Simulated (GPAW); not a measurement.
# Cl (Cmce): G0W0 with GPAW, start to end

How does a plane-wave GW calculation on Cl (Cmce) run from the first input to the gap?

Calculated with GPAW 26.7.0; PBE and many-body steps on it, plane waves.

### Step 1. Set-up

The structure is orthorhombic, space group Cmce (No. 64). Conventional cell: a = 6.290 Å, b = 4.500 Å, c = 8.210 Å, α = 90.00°, β = 90.00°, γ = 90.00°. Nearest to Cl lie 1 Cl at 2.02 Å.

The cell and positions come from the Crystallography Open Database and are kept as given unless a step says otherwise.

### Step 2. Ground state

This step: GPAW 26.7.0; DFT, PBE, plane waves, PAW.

The ground-state density comes first.

The input, run.py:

```python
import json
import numpy as np
from gpaw.mpi import world
from ase import Atoms
from gpaw import GPAW, PW, FermiDirac

atoms = Atoms(['Cl', 'Cl', 'Cl', 'Cl'],
    cell=[[3.1450000000, -2.2500000000, 0.0000000000],
      [3.1450000000, 2.2500000000, 0.0000000000],
      [0.0000000000, 0.0000000000, 8.2100000000]],
    scaled_positions=[[0.8700000000, 0.1300000000, 0.1000000000],
      [0.6300000000, 0.3700000000, 0.6000000000],
      [0.1300000000, 0.8700000000, 0.9000000000],
      [0.3700000000, 0.6300000000, 0.4000000000]],
    pbc=(True, True, True))
calc = GPAW(mode=PW(450),
    xc='PBE',
    kpts={'size': (6, 6, 4), 'gamma': True},
    occupations=FermiDirac(0.001),
    nbands=-8,
    convergence={'density': 1e-6, 'bands': -3},
    maxiter=100,
    txt='gs.txt')
atoms.calc = calc
res = {'energy': atoms.get_potential_energy()}
kpts = calc.get_ibz_k_points()
res['kpts'] = kpts
res['eigenvalues'] = [calc.get_eigenvalues(kpt=k) for k in range(len(kpts))]
res['n_electrons'] = calc.get_number_of_electrons()
calc.write('gs.gpw')

if world.rank == 0:
    with open('result.json', 'w') as f:
        json.dump(res, f, default=lambda x: x.tolist())
```

Started as:

```console
> mpirun -n 4 gpaw python run.py
```

Numbers of over 12 decimals in the logs are rounded to 6 here.

What it wrote:

```text
__  _  _
 | _ |_)|_||  |
 |__||  | ||/\| - 26.7.0

Input parameters:
  mode=PW(ecut=450.000000),
  convergence={'density': 1e-06, 'bands': -3},
  kpts=MonkhorstPack(size=(6, 6, 4), gamma=True),
  maxiter=100,
  nbands=-8,
  occupations=Occupations(name='fermi-dirac', width=0.001, fixmagmom=False),
  xc=XC(name='PBE')
  [... matrices ...]
Diagonalizing LCAO Hamiltonian
Converting LCAO to pw mode

          Cl

        Cl

         Cl

       Cl

Atoms  # Å, Bohr magnetons
|   | symbol |        x |         y |        z |    initial magnetic moments |
| 0 |     Cl | 3.145000 | -1.665000 | 0.821000 | ( 0.0000,  0.0000,  0.0000) |
| 1 |     Cl | 3.145000 | -0.585000 | 4.926000 | ( 0.0000,  0.0000,  0.0000) |
| 2 |     Cl | 3.145000 |  1.665000 | 7.389000 | ( 0.0000,  0.0000,  0.0000) |
| 3 |     Cl | 3.145000 |  0.585000 | 3.284000 | ( 0.0000,  0.0000,  0.0000) |

Unit cell  # Å
| periodic |        x |         y |        z |  lengths |    angles |
|      yes | 3.145000 | -2.250000 | 0.000000 | 3.866979 | 90.000000 |
|      yes | 3.145000 |  2.250000 | 0.000000 | 3.866979 | 90.000000 |
|      yes | 0.000000 |  0.000000 | 8.210000 | 8.210000 | 71.161476 |

Number of symmetries: 4
Symmetry operations  # r_c * U_cc + t_c -> r_c
|   | kind |            matrix            |
| 0 |  E   |  1, 0, 0,  0, 1, 0,  0, 0, 1 |
| 1 |  C2  |  0, 1, 0,  1, 0, 0,  0, 0,-1 |
| 2 |  σ   |  0,-1, 0, -1, 0, 0,  0, 0, 1 |
| 3 |  i   | -1, 0, 0,  0,-1, 0,  0, 0,-1 |

BZ-sampling:
  Number of BZ points: 144
  Number of IBZ points: 47

  Monkhorst-Pack size: [6, 6, 4]
  Monkhorst-Pack shift: [0.083333, 0.083333, 0.125]

K-points  # in reciprocal-cell coordinates
|     |                                coordinates |     weight |
|   0 | (  0.00000000,   0.00000000,   0.00000000) | 0.00694444 |
|   1 | (  0.00000000,   0.00000000,   0.25000000) | 0.01388889 |
|   2 | (  0.00000000,   0.00000000,   0.50000000) | 0.00694444 |
|   3 | (  0.16666667,  -0.16666667,  -0.25000000) | 0.01388889 |
|   4 | (  0.16666667,  -0.16666667,   0.00000000) | 0.01388889 |
|   5 | (  0.16666667,  -0.16666667,   0.25000000) | 0.01388889 |
|   6 | (  0.16666667,  -0.16666667,   0.50000000) | 0.01388889 |
|   7 | (  0.16666667,   0.00000000,  -0.25000000) | 0.02777778 |
|   8 | (  0.16666667,   0.00000000,   0.00000000) | 0.02777778 |
|   9 | (  0.16666667,   0.00000000,   0.25000000) | 0.02777778 |
| ... |                                            |            |
|  46 | (  0.50000000,   0.50000000,   0.50000000) | 0.00694444 |

Plane wave coefficients: 2544
Cutoff: 450.000000 eV

Spin-components: 1 (collinear spins)
Bands:           22
Projectors:      20
Spin-degeneracy: 2
Datatype:        complex128

  Storage: CPU
  Wave functions: 41_707_424 bytes (10_426_856 per core)
  Projectors: 34_124_256 bytes (8_531_064 per core)
  [... matrices ...]
Parallelization:
  kpt:    4
  domain: 1
  band:   1

Density:
  Valence electrons: 28.0
  Components: 1
  Grid points: [20 20 42]
  Charge: 0.0  # |e|

Potential:
  Grid points: [20 20 42]

species:
  Cl:
    name:    Chlorine
    Z:       17.0
    valence: 7
    core:    10
    charge:  0.0  # [|e|]
    compensation charges:
      type: gauss
      rc: 0.25  # [Å]
      lmax: 2
    cutoffs:
      filter: 1.40  # [Å]
      core: 1.49  # [Å]
    projectors
    | kind |    occ | energy [eV] | rcut [Å] |
    |   3s |  2.000 |     -20.689 |    0.794 |
    |   3p |  5.000 |      -8.594 |    0.794 |
    |    s |        |       6.523 |    0.794 |
    |    p |        |      18.617 |    0.794 |
    |    d |        |       0.000 |    0.794 |

    Using partial waves for Cl as LCAO basis

Reference energy: -50219.797583  # eV

eigensolver:
  PPCG
  Converge bands: -3
  niter=2

density mixing:
  MSR1-Mixer
  Pratt-step length: 0.05
  Maximum mixing coefficient: 0.75
  Old densities: 10
  SVD Regularization: 0.005
  Good broyden scale: 1.0
  Trust region scale: 1.0
  Backstep threshold: 4.0
  History deletion threshold: 6.0
  Fourier metric: weight=20.0, sigma=0.015

occupation numbers:
  Fermi-Dirac:
    width: 0.0010  # eV

poisson solver:
  ecut: 3600.000000  # eV

xc functional:
  name: PBE with 2 nearest neighbor stencil

Initialization done in: 0.922 s

convergence criteria:
- Maximum integral of absolute [dens]ity change: 1e-06 electrons / valence electron
- Maximum [total energy] change in last 3 cyles: 0.0005 eV / valence electron
- Maximum integral of absolute [eigenst]ate change: 4e-08 eV^2 / valence electron
maximum number of iterations: 100

SCF iterations
|iter     |     time |      energy | eigst |  dens |
|iter:   1|  |   -7.529850 | +1.49 |       |
|iter:   2|  |   -7.501917 | +0.28 | -1.06 |
|iter:   3|  |   -7.064082 | -0.42 | -1.09 |
|iter:   4|  |   -7.033210 | -1.00 | -1.65 |
|iter:   5|  |   -7.033182 | -1.75 | -2.34 |
|iter:   6|  |   -7.033390c| -2.28 | -2.65 |
|iter:   7|  |   -7.033407c| -2.81 | -3.29 |
|iter:   8|  |   -7.033407c| -3.13 | -4.16 |
|iter:   9|  |   -7.033407c| -3.61 | -4.59 |
|iter:  10|  |   -7.033407c| -3.82 | -5.30 |
|iter:  11|  |   -7.033407c| -4.23 | -5.79 |
|iter:  12|  |   -7.033407c| -4.61 | -6.37c|
|iter:  13|  |   -7.033407c| -5.00 | -7.05c|
|iter:  14|  |   -7.033407c| -5.36 | -7.76c|
|iter:  15|  |   -7.033407c| -5.69 | -8.25c|
|iter:  16|  |   -7.033407c| -5.98 | -8.83c|
|iter:  17|  |   -7.033407c| -6.36 | -9.37c|
|iter:  18|  |   -7.033407c| -6.83 | -9.66c|
|iter:  19|  |   -7.033407c| -7.14 | -9.95c|
|iter:  20|  |   -7.033407c| -7.49c|-10.21c|

Converged in 20 steps
SCF loop duration: 17.773 s (0.889 s/step)
Energy contributions relative to reference atoms: (reference = -50219.797583)
  [... matrices ...]
Energy contributions:
  Kinetic:           6.924372
  Coulomb:          -5.472800
  Zero:              0.004826
  External:          0.000000
  Xc:               -8.489805
  Entropy:          -0.000000
  Spinorbit:         0.000000
  ----------------------------
  Free energy:      -7.033407
  Extrapolated:     -7.033407

dipole moment: (0.000015, -0.000000, 0.000019)  # |e|*Ang

Fermi level: 1.335
Eigenvalues  # (at kpt = [0.000, 0.000, 0.000])
| band index |      eig [eV] | occ [0-2] |
|          0 |       -16.814 |     2.000 |
|        ... |               |           |
|          6 |        -2.831 |     2.000 |
|          7 |        -2.707 |     2.000 |
|          8 |        -2.365 |     2.000 |
|          9 |        -2.357 |     2.000 |
|         10 |        -0.910 |     2.000 |
|         11 |        -0.613 |     2.000 |
|         12 |        -0.359 |     2.000 |
|         13 |        -0.269 |     2.000 |
|         14 |         2.278 |     0.000 |
|         15 |         2.843 |     0.000 |
|         16 |         6.723 |     0.000 |
|         17 |         7.326 |     0.000 |
|         18 |         8.545 |     0.000 |
|         19 |         9.849 |     0.000 |
|         20 |         9.880 |     0.000 |
|         21 |        10.764 |     0.000 |

Gap: 2.490 eV
Transition (v -> c):
  (s=0, k=44, n=13, [0.50, 0.50, 0.00]) -> (s=0, k=0, n=14, [0.00, 0.00, 0.00])
Direct/indirect transitions are different
Direct gap: 2.547 eV
Transition at: (s=0, k=0, n=13, [0.00, 0.00, 0.00])
# Writing to gs.gpw (mode='')
  [... matrices ...]
```

Wall time 21 s (4 MPI ranks of Arm Neoverse V1, shared host); peak memory 0.7 GiB.

This step gave:

* total energy: -7.033 eV
* gap: 2.490 eV
* k of the valence top: 0.5, 0.5, 0
* k of the conduction bottom: 0, 0, 0
* least direct gap: 2.547 eV

The gap is indirect, with the least direct gap 0.06 eV higher.

### Step 3. Bands along the symmetry lines

Levels along a band path, at the cheap level, show where the edges lie and whether the meshes to come will hold them.

The input, run.py:

```python
import json
import numpy as np
from gpaw.mpi import world
from gpaw import GPAW

path = [[0.000000, 0.000000, 0.000000],
    [0.062500, 0.062500, 0.000000],
    [0.125000, 0.125000, 0.000000],
    [0.187500, 0.187500, 0.000000],
    [0.250000, 0.250000, 0.000000],
    [0.312500, 0.312500, 0.000000],
    [0.375000, 0.375000, 0.000000],
    [0.437500, 0.437500, 0.000000],
    [0.500000, 0.500000, 0.000000],
    [0.484745, 0.515255, 0.000000],
    [0.469489, 0.530511, 0.000000],
    [0.454234, 0.545766, 0.000000],
    [0.438978, 0.561022, 0.000000],
    [0.423723, 0.576277, 0.000000],
    [0.408468, 0.591532, 0.000000],
    [0.393212, 0.606788, 0.000000],
    [0.377957, 0.622043, 0.000000],
    [-0.377957, 0.377957, 0.000000],
    [-0.330712, 0.330712, 0.000000],
    [-0.283468, 0.283468, 0.000000],
    [-0.236223, 0.236223, 0.000000],
    [-0.188978, 0.188978, 0.000000],
    [-0.141734, 0.141734, 0.000000],
    [-0.094489, 0.094489, 0.000000],
    [-0.047245, 0.047245, 0.000000],
    [0.000000, 0.000000, 0.000000],
    [0.000000, 0.000000, 0.062500],
    [0.000000, 0.000000, 0.125000],
    [0.000000, 0.000000, 0.187500],
    [0.000000, 0.000000, 0.250000],
    [0.000000, 0.000000, 0.312500],
    [0.000000, 0.000000, 0.375000],
    [0.000000, 0.000000, 0.437500],
    [0.000000, 0.000000, 0.500000],
    [-0.047245, 0.047245, 0.500000],
    [-0.094489, 0.094489, 0.500000],
    [-0.141734, 0.141734, 0.500000],
    [-0.188978, 0.188978, 0.500000],
    [-0.236223, 0.236223, 0.500000],
    [-0.283468, 0.283468, 0.500000],
    [-0.330712, 0.330712, 0.500000],
    [-0.377957, 0.377957, 0.500000],
    [0.377957, 0.622043, 0.500000],
    [0.393212, 0.606788, 0.500000],
    [0.408468, 0.591532, 0.500000],
    [0.423723, 0.576277, 0.500000],
    [0.438978, 0.561022, 0.500000],
    [0.454234, 0.545766, 0.500000],
    [0.469489, 0.530511, 0.500000],
    [0.484745, 0.515255, 0.500000],
    [0.500000, 0.500000, 0.500000],
    [0.500000, 0.500000, 0.437500],
    [0.500000, 0.500000, 0.375000],
    [0.500000, 0.500000, 0.312500],
    [0.500000, 0.500000, 0.250000],
    [0.500000, 0.500000, 0.187500],
    [0.500000, 0.500000, 0.125000],
    [0.500000, 0.500000, 0.062500],
    [0.500000, 0.500000, 0.000000],
    [0.000000, 0.000000, 0.000000],
    [0.000000, 0.062500, 0.000000],
    [0.000000, 0.125000, 0.000000],
    [0.000000, 0.187500, 0.000000],
    [0.000000, 0.250000, 0.000000],
    [0.000000, 0.312500, 0.000000],
    [0.000000, 0.375000, 0.000000],
    [0.000000, 0.437500, 0.000000],
    [0.000000, 0.500000, 0.000000],
    [0.000000, 0.500000, 0.062500],
    [0.000000, 0.500000, 0.125000],
    [0.000000, 0.500000, 0.187500],
    [0.000000, 0.500000, 0.250000],
    [0.000000, 0.500000, 0.312500],
    [0.000000, 0.500000, 0.375000],
    [0.000000, 0.500000, 0.437500],
    [0.000000, 0.500000, 0.500000],
    [0.000000, 0.437500, 0.500000],
    [0.000000, 0.375000, 0.500000],
    [0.000000, 0.312500, 0.500000],
    [0.000000, 0.250000, 0.500000],
    [0.000000, 0.187500, 0.500000],
    [0.000000, 0.125000, 0.500000],
    [0.000000, 0.062500, 0.500000],
    [0.000000, 0.000000, 0.500000],
    [0.062500, 0.062500, 0.500000],
    [0.125000, 0.125000, 0.500000],
    [0.187500, 0.187500, 0.500000],
    [0.250000, 0.250000, 0.500000],
    [0.312500, 0.312500, 0.500000],
    [0.375000, 0.375000, 0.500000],
    [0.437500, 0.437500, 0.500000],
    [0.500000, 0.500000, 0.500000]]
calc = GPAW('gs.gpw').fixed_density(kpts=path,
    symmetry='off',
    nbands=24,
    convergence={'bands': 20},
    txt='bands.txt')
res = {}
kpts = calc.get_ibz_k_points()
res['kpts'] = kpts
res['eigenvalues'] = [calc.get_eigenvalues(kpt=k) for k in range(len(kpts))]
res['n_electrons'] = calc.get_number_of_electrons()

if world.rank == 0:
    with open('result.json', 'w') as f:
        json.dump(res, f, default=lambda x: x.tolist())
```

Started as:

```console
> mpirun -n 4 gpaw python run.py
```

What it wrote:

```text
Diagonalizing LCAO Hamiltonian
Converting LCAO to pw mode
convergence criteria:
- Maximum integral of absolute [eigenst]ate change: 4e-08 eV^2 / valence electron
maximum number of iterations: 100

SCF iterations
|iter     |     time |      energy | eigst |  dens |
|iter:   1|  |             | +1.67 |       |
|iter:   2|  |             | +0.47 |       |
|iter:   3|  |             | -0.40 |       |
[...]
|iter:  16|  |             | -7.01 |       |
|iter:  17|  |             | -7.34 |       |
|iter:  18|  |             | -7.58c|       |
SCF steps: 18
  __  _  _
 | _ |_)|_||  |
 |__||  | ||/\| - 26.7.0

Input parameters:
  mode=PW(ecut=450.000000),
  convergence={'bands': 20},
  gpts=array([20, 20, 42]),
  kpts=KPoints(kpts=array([[ 0.      ,  0.      ,  0.      ],
         [ 0.0625  ,  0.0625  ,  0.      ],
         [ 0.125   ,  0.125   ,  0.      ],
         [ 0.1875  ,  0.1875  ,  0.      ],
[...]
[ 0.484745,  0.515255,  0.      ],
         [ 0.469489,  0.530511,  0.      ],
         [ 0.454234,  0.545766,  0.      ],
[...]
[-0.377957,  0.377957,  0.      ],
         [-0.330712,  0.330712,  0.      ],
         [-0.283468,  0.283468,  0.      ],
[...]
[-0.330712,  0.330712,  0.5     ],
         [-0.377957,  0.377957,  0.5     ],
[...]
[ 0.469489,  0.530511,  0.5     ],
         [ 0.484745,  0.515255,  0.5     ],
[...]
[ 0.375   ,  0.375   ,  0.5     ],
         [ 0.4375  ,  0.4375  ,  0.5     ],
         [ 0.5     ,  0.5     ,  0.5     ]])),
  maxiter=100,
  nbands=24,
  occupations=Occupations(name='fermi-dirac', width=0.001, fixmagmom=False),
  parallel={},
  symmetry=Symmetry(point_group=False, time_reversal=False),
  xc=XC(name='PBE')
  [... matrices ...]
timing:  # [seconds]
  Total: 0.027  # ━━━━━━━━━━━━━━━━━━━━━━━━━━━━━━━━━━━━━━━━━━━━━━━━━━━━━━━━━━━
```

Wall time 31 s (4 MPI ranks); peak memory 0.8 GiB.

This step gave:

| Item | Value |
| --- | --- |
| gap | 2.478 eV |
| k of the valence top | 0.5, 0.5, 0 |
| k of the conduction bottom | -0.0945, 0.0945, 0 |
| least direct gap | 2.536 eV |

The gap is 2.478 eV, −0.012 eV from the run before at this level.

Electronic bands along the path, in eV, zero at the top of the highest filled band:

| point | band 11 | band 12 | band 13 | band 14 | band 15 | band 16 | band 17 | band 18 |
| --- | --- | --- | --- | --- | --- | --- | --- | --- |
| Γ | -0.70 | -0.40 | -0.15 | -0.06 | 2.49 | 3.06 | 6.94 | 7.54 |
| halfway | -0.70 | -0.45 | -0.37 | -0.07 | 2.57 | 2.90 | 8.43 | 8.57 |
| Y | -0.96 | -0.89 | -0.36 | 0.00 | 2.57 | 2.76 | 8.59 | 8.68 |
| halfway | -0.93 | -0.81 | -0.31 | 0.00 | 2.57 | 2.77 | 8.39 | 8.93 |
| F0 | -0.84 | -0.65 | -0.21 | -0.01 | 2.62 | 2.80 | 8.54 | 9.17 |
| jump to Δ0 | -0.84 | -0.65 | -0.21 | -0.01 | 2.62 | 2.80 | 8.54 | 9.17 |
| halfway | -0.39 | -0.30 | -0.24 | -0.05 | 2.66 | 3.00 | 8.24 | 8.72 |
| Γ | -0.70 | -0.40 | -0.15 | -0.06 | 2.49 | 3.06 | 6.94 | 7.54 |
| halfway | -0.70 | -0.49 | -0.13 | -0.07 | 2.53 | 2.93 | 7.13 | 7.59 |
| Z | -0.64 | -0.64 | -0.10 | -0.10 | 2.69 | 2.69 | 7.48 | 7.48 |
| halfway | -0.22 | -0.22 | -0.14 | -0.14 | 2.79 | 2.79 | 8.33 | 8.33 |
| B0 | -0.40 | -0.40 | -0.40 | -0.40 | 2.70 | 2.70 | 9.22 | 9.22 |
| jump to G0 | -0.40 | -0.40 | -0.40 | -0.40 | 2.70 | 2.70 | 9.22 | 9.22 |
| halfway | -0.61 | -0.61 | -0.44 | -0.44 | 2.63 | 2.63 | 9.00 | 9.00 |
| T | -0.70 | -0.70 | -0.46 | -0.46 | 2.60 | 2.60 | 8.95 | 8.95 |
| halfway | -0.85 | -0.80 | -0.47 | -0.13 | 2.56 | 2.70 | 8.69 | 8.80 |
| Y | -0.96 | -0.89 | -0.36 | 0.00 | 2.57 | 2.76 | 8.59 | 8.68 |
| jump to Γ | -0.70 | -0.40 | -0.15 | -0.06 | 2.49 | 3.06 | 6.94 | 7.54 |
| halfway | -0.41 | -0.30 | -0.25 | -0.15 | 2.56 | 3.00 | 7.92 | 8.19 |
| S | -0.50 | -0.50 | -0.15 | -0.15 | 2.87 | 2.87 | 8.31 | 8.31 |
| halfway | -0.46 | -0.46 | -0.08 | -0.08 | 2.82 | 2.82 | 8.42 | 8.42 |
| R | -0.43 | -0.43 | 0.00 | 0.00 | 2.77 | 2.77 | 8.54 | 8.54 |
| halfway | -0.39 | -0.39 | -0.16 | -0.16 | 2.78 | 2.78 | 8.07 | 8.07 |
| Z | -0.64 | -0.64 | -0.10 | -0.10 | 2.69 | 2.69 | 7.48 | 7.48 |
| halfway | -0.71 | -0.71 | -0.18 | -0.18 | 2.68 | 2.68 | 8.78 | 8.78 |
| T | -0.70 | -0.70 | -0.46 | -0.46 | 2.60 | 2.60 | 8.95 | 8.95 |

### Step 4. Empty states on the mesh, 4×4×2 mesh, 198 bands

The sums over transitions need many empty states on a uniform mesh; this step solves for them.

The input, run.py:

```python
import json
import numpy as np
from gpaw.mpi import world
from gpaw import GPAW

calc = GPAW('gs.gpw').fixed_density(kpts={'size': (4, 4, 2), 'gamma': True},
    parallel={'domain': 1, 'band': 1},
    txt='nscf.txt')
calc.diagonalize_full_hamiltonian(nbands=198)
calc.write('full.gpw', mode='all')
res = {}
kpts = calc.get_ibz_k_points()
res['kpts'] = kpts
res['eigenvalues'] = [calc.get_eigenvalues(kpt=k) for k in range(len(kpts))]
res['n_electrons'] = calc.get_number_of_electrons()

if world.rank == 0:
    with open('result.json', 'w') as f:
        json.dump(res, f, default=lambda x: x.tolist())
```

Started as:

```console
> mpirun -n 4 gpaw python run.py
```

What it wrote:

```text
Diagonalizing LCAO Hamiltonian
Converting LCAO to pw mode
convergence criteria:
- Maximum integral of absolute [eigenst]ate change: 4e-08 eV^2 / valence electron
maximum number of iterations: 100

SCF iterations
|iter     |     time |      energy | eigst |  dens |
|iter:   1|  |             | +1.50 |       |
|iter:   2|  |             | +0.30 |       |
|iter:   3|  |             | -0.45 |       |
[...]
|iter:  21|  |             | -7.08 |       |
|iter:  22|  |             | -7.34 |       |
|iter:  23|  |             | -7.57c|       |
SCF steps: 23
  __  _  _
 | _ |_)|_||  |
 |__||  | ||/\| - 26.7.0

Input parameters:
  mode=PW(ecut=450.000000),
  convergence={'density': 1e-06, 'bands': -3},
  gpts=array([20, 20, 42]),
  kpts=MonkhorstPack(size=(4, 4, 2), gamma=True),
  maxiter=100,
  nbands=22,
  occupations=Occupations(name='fermi-dirac', width=0.001, fixmagmom=False),
  parallel={'domain': 1, 'band': 1},
  xc=XC(name='PBE')
Matrix size: 2524x2524
# Writing to full.gpw (mode='all')
  [... matrices ...]

timing:  # [seconds]
  Total: 59.017  # ━━━━━━━━━━━━━━━━━━━━━━━━━━━━━━━━━━━━━━━━━━━━━━━━━━━━━━━━━━
```

Run time: 67 s. Hardware: 4 MPI ranks; peak memory 2.7 GiB; 4.5 min of CPU time.

This step gave:

```
gap                                                           : 2.490 eV
k of the valence top                                          : 0.5, 0.5, 0
k of the conduction bottom                                    : 0, 0, 0
least direct gap                                              : 2.547 eV
k points computed                                             : 14
lowest point of the top converged band, above the valence top : 74.4496 eV
```

On this mesh the gap is 2.490 eV.

(Continued in part 2 of 2.)

[Paths, hosts, dates, memory and timing lines, banners, echoed tables and standing remarks are left out of the program output.]

[Logs are printed without paths, hosts, clocks, repeated set-up lines and the standing remarks that a program may print on its own settings, such as how far it seeks lower states.]

[Runs of the session that timed out or met a known fault of the program may be left out.]

[Hosts, paths, dates, database ids (printed as entryN), source tags and the programs' standing remarks are cut or masked in the printed files.]
